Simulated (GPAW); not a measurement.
**Screening of a field by Al2O2 monolayer**

Wanted: the out-of-plane polarisability of Al2O2 monolayer.

Calculated with GPAW 26.7.0; GPAW, PAW setups; layer in a repeated cell with vacuum, relaxation of atoms and in-plane cell, in the first sound run; inputs show where later runs differ.

Report form: the programs' logs are mostly left out.

## Step 1: The structure

The cell holds 4 atoms: 2 O and 2 Al. Its edges and angles: a = 2.964 Å, b = 2.964 Å, c = 22.071 Å, α = 90.0°, β = 90.0°, γ = 120.0°. Vacuum lies along c.

## Step 2: Relaxation

The atoms are relaxed first, since the surface dipole, and with it the work function, follows the positions of the outer layers.

run.py reads:

```python
import json
import numpy as np
from ase import Atoms
from ase.filters import FrechetCellFilter
from ase.optimize import BFGS
from gpaw import GPAW, PW

slab = Atoms(
    ['O', 'Al', 'Al', 'O'],
    positions=[
        [-0.00000, 1.71127, 9.00000],
        [0.00000, 0.00000, 9.82557],
        [0.00000, 0.00000, 12.24557],
        [-0.00000, 1.71127, 13.07114]],
    cell=[[2.964, 0.0, 0.0], [-1.482, 2.5669, 0.0], [0.0, 0.0, 22.0711]],
    pbc=[True, True, True])

slab.calc = GPAW(mode=PW(600), xc='PBE', kpts={'size': (12, 12, 1), 'gamma': True},
                 occupations={'name': 'fermi-dirac', 'width': 0.05}, nbands='200%',
                 convergence={'density': 1e-05}, maxiter=200,
                 symmetry={'tolerance': 1e-3}, txt='slab.txt')
result = {}
# The in-plane cell is free; stress needs a cell that repeats along all three vectors
path = []
opt = BFGS(FrechetCellFilter(slab, mask=[1, 1, 0, 0, 0, 1]), maxstep=0.2)
opt.attach(lambda: path.append((slab.get_potential_energy(), slab.positions.tolist(), slab.get_forces().tolist())))
result['relaxed'] = bool(opt.run(fmax=0.02, steps=45))
result['path'] = path
result['cell'] = slab.cell.tolist()
print('in-plane lattice', slab.cell.cellpar().round(4)[[0, 1, 5]])
energy = slab.get_potential_energy()
fermi = slab.calc.get_fermi_level()
v = slab.calc.get_electrostatic_potential().mean((0, 1)) - fermi
n = slab.calc.get_pseudo_density().mean((0, 1))
L = slab.cell[2, 2]
z = np.arange(len(v)) * L / len(v)
low, high = slab.positions[:, 2].min(), slab.positions[:, 2].max()
below, above = np.interp([low - 6.8, high + 6.8], z, v)
slopes = [np.interp(x, z, np.gradient(v, z)) for x in (low - 6.8, high + 6.8)]
eps = np.array([[slab.calc.get_eigenvalues(k, s) for k in range(len(slab.calc.get_ibz_k_points()))]
                for s in range(slab.calc.get_number_of_spins())]) - fermi
top, bottom = eps[eps < 0].max(), eps[eps > 0].min()
dipole = slab.get_dipole_moment()[2]
print(f'energy {energy:.4f} eV, Fermi level {fermi:.4f} eV, dipole {dipole:.5f} e A')
print(f'potential 6.8 A off the faces, from the Fermi level: lower {below:.4f} eV, upper {above:.4f} eV')
print(f'slope of the potential there: lower {slopes[0]:.5f}, upper {slopes[1]:.5f} eV/A')
print(f'nearest levels on the mesh: {top:.4f} and {bottom:.4f} eV')
print('magnetic moment', round(slab.get_magnetic_moment(), 3))
result.update(energy=energy, fermi=fermi, dipole=dipole, below=below, above=above, slopes=slopes, edges=[top, bottom],
              z=z.tolist(), v=v.tolist(), n=n.tolist(), positions=slab.positions.tolist(),
              forces=slab.get_forces(apply_constraint=False).tolist(), moments=slab.get_magnetic_moments().tolist())
json.dump(result, open('result.json', 'w'))
```

The run is started by

```console
OMP_NUM_THREADS=1 OPENBLAS_NUM_THREADS=1 python run.py
```

The job ended after 3.5 min (1 thread of Arm Neoverse V2, shared host; peak memory 0.3 GiB).

This step gave:

* dipole along the normal: 3.55e-4 e·Å
* levels nearest the Fermi level on the mesh: -0.6081, 0.6300 eV from the Fermi level

Table of electrostatic potential energy of an electron (without an applied field's), less the Fermi level, planar mean by z:

z (Å), electrostatic potential energy of an electron (without an applied field's), less the Fermi level, planar mean (eV) and a bar from the least value:
```
        0        4.4 ##############################
        1        4.4 ##############################
        2        4.4 ##############################
        3        4.4 ##############################
        4        4.4 ##############################
        5        4.4 ##############################
        6        4.4 ##############################
        7        4.4 ##############################
        8        3.7 #############################
        9      -16.0 ##
       10      -12.6 ######
       11        1.3 ##########################
       12      -11.1 ########
       13      -17.1 
       14        3.4 #############################
       15        4.4 ##############################
       16        4.4 ##############################
       17        4.4 ##############################
       18        4.4 ##############################
       19        4.4 ##############################
       20        4.4 ##############################
       21        4.4 ##############################
```

Table of pseudo valence density, planar mean by z:

z (Å), pseudo valence density, planar mean (e/Å³) and a bar:
```
      6.0       0.00 
      6.5       0.00 
      7.0       0.00 
      7.5       0.01 
      8.0       0.06 ##
      8.5       0.35 ##########
      9.0       1.02 ##############################
      9.5       0.55 ################
     10.0       0.18 #####
     10.5       0.16 #####
     11.0       0.15 ####
     11.5       0.16 #####
     12.0       0.17 #####
     12.5       0.45 #############
     13.0       1.01 ##############################
     13.5       0.45 #############
     14.0       0.07 ##
     14.5       0.01 
     15.0       0.00 
     15.5       0.00 
     16.0       0.00
```

The relaxation lowered the energy of the cell by 0.457 eV (energies extrapolated to zero smearing; the optimiser's log prints free energies). The largest force left on a free atom is 0.0087 eV/Å.

## Step 3: The slab's potential

The work function is the vacuum plateau of the electrostatic potential less the Fermi level; a dipole layer lets the two faces have plateaus of their own.

This step: GPAW, PAW setups; slab in vacuum (GPAW 26.7.0).

The cell differs from the one that the last finished run ended in (c 22.071 → 21.987 Å).

run.py: that of step 2 with these lines changed.

```diff
@@ -3,4 +3,2 @@
 from ase import Atoms
-from ase.filters import FrechetCellFilter
-from ase.optimize import BFGS
 from gpaw import GPAW, PW
@@ -10,22 +8,15 @@
     positions=[
-        [-0.00000, 1.71127, 9.00000],
-        [0.00000, 0.00000, 9.82557],
-        [0.00000, 0.00000, 12.24557],
-        [-0.00000, 1.71127, 13.07114]],
-    cell=[[2.964, 0.0, 0.0], [-1.482, 2.5669, 0.0], [0.0, 0.0, 22.0711]],
-    pbc=[True, True, True])
+        [0.00000, 1.70212, 9.00000],
+        [0.00000, 0.00000, 9.68085],
+        [-0.00000, -0.00000, 12.30588],
+        [0.00000, 1.70212, 12.98674]],
+    cell=[[2.94816, -0.0, 0.0], [-1.47408, 2.55318, 0.0], [0.0, 0.0, 21.9867]],
+    pbc=[True, True, False])
 
-slab.calc = GPAW(mode=PW(600), xc='PBE', kpts={'size': (12, 12, 1), 'gamma': True},
+slab.calc = GPAW(mode=PW(500), xc='PBE', kpts={'size': (12, 12, 1), 'gamma': True},
                  occupations={'name': 'fermi-dirac', 'width': 0.05}, nbands='200%',
                  convergence={'density': 1e-05}, maxiter=200,
+                 poissonsolver={'dipolelayer': 'xy'},
                  symmetry={'tolerance': 1e-3}, txt='slab.txt')
 result = {}
-# The in-plane cell is free; stress needs a cell that repeats along all three vectors
-path = []
-opt = BFGS(FrechetCellFilter(slab, mask=[1, 1, 0, 0, 0, 1]), maxstep=0.2)
-opt.attach(lambda: path.append((slab.get_potential_energy(), slab.positions.tolist(), slab.get_forces().tolist())))
-result['relaxed'] = bool(opt.run(fmax=0.02, steps=45))
-result['path'] = path
-result['cell'] = slab.cell.tolist()
-print('in-plane lattice', slab.cell.cellpar().round(4)[[0, 1, 5]])
 energy = slab.get_potential_energy()
```

Run time: 16 s. Hardware: 1 thread; peak memory 0.2 GiB.

This step gave:

```yaml
dipole_along_the_normal: 3.22e-4 e·Å
levels_nearest_the_fermi_level_on_the_mesh: -0.6071, 0.6291 eV from the Fermi level
upper_work_function: 4.429 eV
lower_work_function: 4.437 eV
upper_ionisation_energy: 5.036 eV
```

Table of electrostatic potential energy of an electron (without an applied field's), less the Fermi level, planar mean by z:

```tsv
z (Å)	electrostatic potential energy of an electron (without an applied field's), less the Fermi level, planar mean (eV)
0	4.43
1	4.44
2	4.44
3	4.44
4	4.44
5	4.43
6	4.43
7	4.40
8	3.53
9	-16.7
10	-11.7
11	1.34
12	-12.0
13	-16.6
14	3.57
15	4.39
16	4.42
17	4.43
18	4.43
19	4.43
20	4.43
21	4.43
```

Pseudo valence density, planar mean against z:

z (Å), pseudo valence density, planar mean (e/Å³) and a bar:
```
        6       0.00 
        7       0.00 
        8       0.07 ##
        9       1.02 ##############################
       10       0.18 #####
       11       0.15 ####
       12       0.18 #####
       13       1.03 ##############################
       14       0.06 ##
       15       0.00 
       16       0.00
```

The layer is gapped, so the Fermi level lies somewhere inside the gap, set by smearing and numerics, and these work functions are no property of the material; the band edges below the vacuum level are. The potential is flat to 0.001 eV/Å where it is read, so the vacuum is wide enough.

## Step 4: Field on

A uniform field along the normal polarises the slab; the atoms stay fixed, so this is the electronic response alone.

run.py: that of step 3 with these lines changed.

```diff
@@ -4,2 +4,3 @@
 from gpaw import GPAW, PW
+from gpaw.external import ConstantElectricField
 
@@ -19,2 +20,3 @@
                  poissonsolver={'dipolelayer': 'xy'},
+                 external=ConstantElectricField(-0.2, [0, 0, 1]),
                  symmetry={'tolerance': 1e-3}, txt='slab.txt')
```

Elapsed: 60 s, on 1 thread; peak memory 0.34 GiB.

This step gave:

| Item | Value |
| --- | --- |
| dipole along the normal | -0.04006 e·Å |
| levels nearest the Fermi level on the mesh | -0.6070, 0.6289 eV from the Fermi level |
| potential below the slab, the applied field's own ramp left out | 3.953 eV from the Fermi level |
| potential above the slab, the applied field's own ramp left out | 4.916 eV from the Fermi level |

Table of electrostatic potential energy of an electron (without an applied field's), less the Fermi level, planar mean by z:

z (Å), electrostatic potential energy of an electron (without an applied field's), less the Fermi level, planar mean (eV) and a bar from the least value:
```
        0        4.4 #############################
        1        4.0 #############################
        2        4.0 #############################
        3        4.0 #############################
        4        4.0 #############################
        5        4.0 #############################
        6        3.9 #############################
        7        3.9 #############################
        8        3.1 ###########################
        9      -17.1 
       10      -11.9 #######
       11        1.3 #########################
       12      -11.8 #######
       13      -16.3 #
       14        4.0 #############################
       15        4.9 ##############################
       16        4.9 ##############################
       17        4.9 ##############################
       18        4.9 ##############################
       19        4.9 ##############################
       20        4.9 ##############################
       21        4.9 ##############################
```

Force by atom:

```tsv
atom	x (eV/Å)	y (eV/Å)	z (eV/Å)	size
O1	-0.001	0.000	0.073	0.073
Al2	0.000	0.000	-0.067	0.067
Al3	0.000	0.000	-0.121	0.121
O4	-0.001	0.000	0.117	0.117
```

The dipole is now -0.0401 e Å, against 3.2e-4 in the run without a field.

## Step 5: In a field

run.py: that of step 4 with these lines changed.

```diff
@@ -20,3 +20,3 @@
                  poissonsolver={'dipolelayer': 'xy'},
-                 external=ConstantElectricField(-0.2, [0, 0, 1]),
+                 external=ConstantElectricField(-0.1, [0, 0, 1]),
                  symmetry={'tolerance': 1e-3}, txt='slab.txt')
```

Wall time 60 s (1 thread); peak memory 0.35 GiB.

This step gave:

* dipole along the normal: -0.02003 e·Å
* levels nearest the Fermi level on the mesh: -0.6071, 0.6290 eV from the Fermi level
* potential below the slab, the applied field's own ramp left out: 4.192 eV from the Fermi level
* potential above the slab, the applied field's own ramp left out: 4.674 eV from the Fermi level

Table of electrostatic potential energy of an electron (without an applied field's), less the Fermi level, planar mean by z:

```tsv
z (Å)	electrostatic potential energy of an electron (without an applied field's), less the Fermi level, planar mean (eV)
0.0	4.43
0.5	4.19
1.0	4.19
1.5	4.19
2.0	4.19
2.5	4.19
3.0	4.19
3.5	4.19
4.0	4.19
4.5	4.19
5.0	4.19
5.5	4.19
6.0	4.19
6.5	4.18
7.0	4.16
7.5	4.03
8.0	3.30
8.5	-1.22
9.0	-16.9
9.5	-16.5
10.0	-11.8
10.5	-2.07
11.0	1.34
11.5	-2.16
12.0	-11.9
12.5	-16.2
13.0	-16.4
13.5	-0.578
14.0	3.80
14.5	4.51
15.0	4.64
15.5	4.66
16.0	4.67
16.5	4.67
17.0	4.67
17.5	4.67
18.0	4.67
18.5	4.67
19.0	4.67
19.5	4.67
20.0	4.67
20.5	4.67
21.0	4.67
21.5	4.67
```

Force by atom:

```tsv
atom	x (eV/Å)	y (eV/Å)	z (eV/Å)	size
O1	-0.0005	0.0000	0.0256	0.0256
Al2	-0.0002	0.0004	-0.0197	0.0197
Al3	-0.0002	0.0004	-0.0744	0.0744
O4	-0.0005	0.0000	0.0695	0.0695
```

The dipole is now -0.0200 e Å, against 3.2e-4 in the run without a field.

## Step 6: Field on

run.py: that of step 5 with these lines changed.

```diff
@@ -20,3 +20,3 @@
                  poissonsolver={'dipolelayer': 'xy'},
-                 external=ConstantElectricField(-0.1, [0, 0, 1]),
+                 external=ConstantElectricField(-0.05, [0, 0, 1]),
                  symmetry={'tolerance': 1e-3}, txt='slab.txt')
```

Run time: 60 s. Hardware: 1 thread; peak memory 0.35 GiB.

## Step 7: In a field

run.py: that of step 6 with these lines changed.

```diff
@@ -20,3 +20,3 @@
                  poissonsolver={'dipolelayer': 'xy'},
-                 external=ConstantElectricField(-0.05, [0, 0, 1]),
+                 external=ConstantElectricField(0.05, [0, 0, 1]),
                  symmetry={'tolerance': 1e-3}, txt='slab.txt')
```

It took 59 s on 1 thread; peak memory 0.34 GiB.

## Step 8: Field on

run.py: that of step 7 with these lines changed.

```diff
@@ -20,3 +20,3 @@
                  poissonsolver={'dipolelayer': 'xy'},
-                 external=ConstantElectricField(0.05, [0, 0, 1]),
+                 external=ConstantElectricField(0.1, [0, 0, 1]),
                  symmetry={'tolerance': 1e-3}, txt='slab.txt')
```

Wall time 59 s (1 thread); peak memory 0.35 GiB.

Electrostatic potential energy of an electron (without an applied field's), less the Fermi level, planar mean against z:

```tsv
z (Å)	electrostatic potential energy of an electron (without an applied field's), less the Fermi level, planar mean (eV)
0	4.43
1	4.67
2	4.67
3	4.67
4	4.67
5	4.67
6	4.67
7	4.64
8	3.75
9	-16.6
10	-11.6
11	1.34
12	-12.1
13	-16.8
14	3.34
15	4.16
16	4.19
17	4.19
18	4.19
19	4.19
20	4.19
21	4.19
```

The dipole is now 0.0200 e Å, against 3.2e-4 in the run without a field.

## Step 9: In a field

run.py: that of step 8 with these lines changed.

```diff
@@ -20,3 +20,3 @@
                  poissonsolver={'dipolelayer': 'xy'},
-                 external=ConstantElectricField(0.1, [0, 0, 1]),
+                 external=ConstantElectricField(0.2, [0, 0, 1]),
                  symmetry={'tolerance': 1e-3}, txt='slab.txt')
```

Run time: 59 s. Hardware: 1 thread; peak memory 0.34 GiB.

The dipole is now 0.0401 e Å, against 3.2e-4 in the run without a field.

## Step 10: Field on

run.py: that of step 9 with these lines changed.

```diff
@@ -20,3 +20,3 @@
                  poissonsolver={'dipolelayer': 'xy'},
-                 external=ConstantElectricField(0.2, [0, 0, 1]),
+                 external=ConstantElectricField(0.3, [0, 0, 1]),
                  symmetry={'tolerance': 1e-3}, txt='slab.txt')
```

Run time: 59 s. Hardware: 1 thread; peak memory 0.35 GiB.

The dipole is now 0.0601 e Å, against 3.2e-4 in the run without a field.

## Step 11: The series

The members are put on one axis.

This step: induced dipole against applied field (GPAW 26.7.0).

The dipole along the normal by field:

```tsv
field (V/Å)	dipole along the normal (e·Å)
-0.200	-0.0401
-0.100	-0.0200
-0.050	-0.0100
0.000	3.2e-4
0.050	0.0100
0.100	0.0200
0.200	0.0401
0.300	0.0601
```

## Step 12: A changed run

One more run, with changed settings.

This step: GPAW, PAW setups; slab in vacuum (GPAW 26.7.0).

run.py: that of step 10 with these lines changed.

```diff
@@ -4,3 +4,2 @@
 from gpaw import GPAW, PW
-from gpaw.external import ConstantElectricField
 
@@ -16,7 +15,6 @@
 
-slab.calc = GPAW(mode=PW(500), xc='PBE', kpts={'size': (12, 12, 1), 'gamma': True},
+slab.calc = GPAW(mode=PW(500), xc='pbe96', kpts={'size': (12, 12, 1), 'gamma': True},
                  occupations={'name': 'fermi-dirac', 'width': 0.05}, nbands='200%',
-                 convergence={'density': 1e-05}, maxiter=200,
+                 convergence={'density': 1e-05}, maxiter=50,
                  poissonsolver={'dipolelayer': 'xy'},
-                 external=ConstantElectricField(0.3, [0, 0, 1]),
                  symmetry={'tolerance': 1e-3}, txt='slab.txt')
```

Run time: 0.58 s. Hardware: 1 thread; peak memory 0.1 GiB.

The input was rejected at the start.

The program's message: “NameError: Unknown functional: pbe96.”

The change that led to it: xc = "pbe96".

## Step 13: Outcome

```
work function, upper and lower face (Fermi level placed in the gap by the smearing) : 4.429 and 4.437 eV
ionisation energy from the upper face (highest filled level on the mesh)            : 5.04 eV
electron affinity from the upper face (lowest empty Kohn-Sham level on the mesh)    : 3.80 eV
dipole along the normal                                                             : 3.2e-4 e Å
induced dipole per field                                                            : 0.200 e Å per V/Å
out-of-plane polarisability per area, α/(ε0 A)                                      : 4.82 Å
```

In words: The field induces 0.200 e Å per V/Å, a polarisable thickness α/(ε0 A) of 4.82 Å beside 3.99 Å between the outermost nuclei. A perfect conductor would give the distance between its two image planes; a dielectric of thickness t gives t(1 - 1/ε). The levels nearest the Fermi level on the mesh lie 1.24 eV apart, so the slab is gapped there: the smearing puts the Fermi level inside the gap, and from either face the ionisation energy is the work function plus 0.61 eV. Both are Kohn-Sham levels on the mesh, and semilocal gaps are too small, so the affinity tends to come out too large and the ionisation energy too small. The induced dipole is linear in the field over this range. The small printed dipole stands for a step of -7.7 meV from the lower to the upper face, and the probes find -7.9 meV; values this small are near the numerical noise of both. The layer's cell and atoms come from the relaxation; spin-orbit coupling and temperature are left out.

[Logs are printed without paths, hosts, clocks, repeated set-up lines and the standing remarks that a program may print on its own settings, such as how far it seeks lower states.]

[Hosts, paths, dates, database ids (printed as entryN), source tags and the programs' standing remarks are cut or masked in the printed files.]
